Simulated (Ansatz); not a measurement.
In doubt: masses and optical values from hybrid runs of this build are listed as unsure, which bears on the screening that GW takes from such a start.

Rows from a G0W0 calculation on KBaBiWO6 (F-43m) (Ansatz 0.2.0; G0W0 on HSE06, plane waves, PAW; PAW set soft_1; 4×4×4 mesh, 360 empty bands, screening to 100 eV, PAW set soft_1 files), in eV. Spin-orbit coupling is left out.

```
row      Σx     Σc     Vxc     Z
  A  -14.00  -3.93  -18.56  0.80
  B  -24.97   4.39  -20.92  0.75
  C  -13.30  -3.92  -17.79  0.81
  D  -25.40   4.53  -21.23  0.75
  E  -25.33   2.78  -22.90  0.79
```

Which rows are filled states and which are empty ones, and how can one tell?

Filled: B, D and E. Empty: A and C. The sign of Σc tells: for a filled state bare exchange, which holds its interaction with itself, lies below Vxc (Σx − Vxc is -2.4 eV or lower here) and screening gives part back as a positive Σc. For an empty state Σx lies above Vxc (+4.5 eV or more) and the Coulomb hole leaves Σc negative.

[Paths, hosts, dates, memory and timing lines, banners, echoed tables and standing remarks are left out of the program output.]

[Logs are printed without paths, hosts, clocks, repeated set-up lines and the standing remarks that a program may print on its own settings, such as how far it seeks lower states.]

[Runs of the session that timed out or met a known fault of the program may be left out.]

[Cells called generated may have been cut or substituted from an entry of the Crystallography Open Database or the Materials Project.]

[Hosts, paths, dates, database ids (printed as entryN), source tags and the programs' standing remarks are cut or masked in the printed files.]
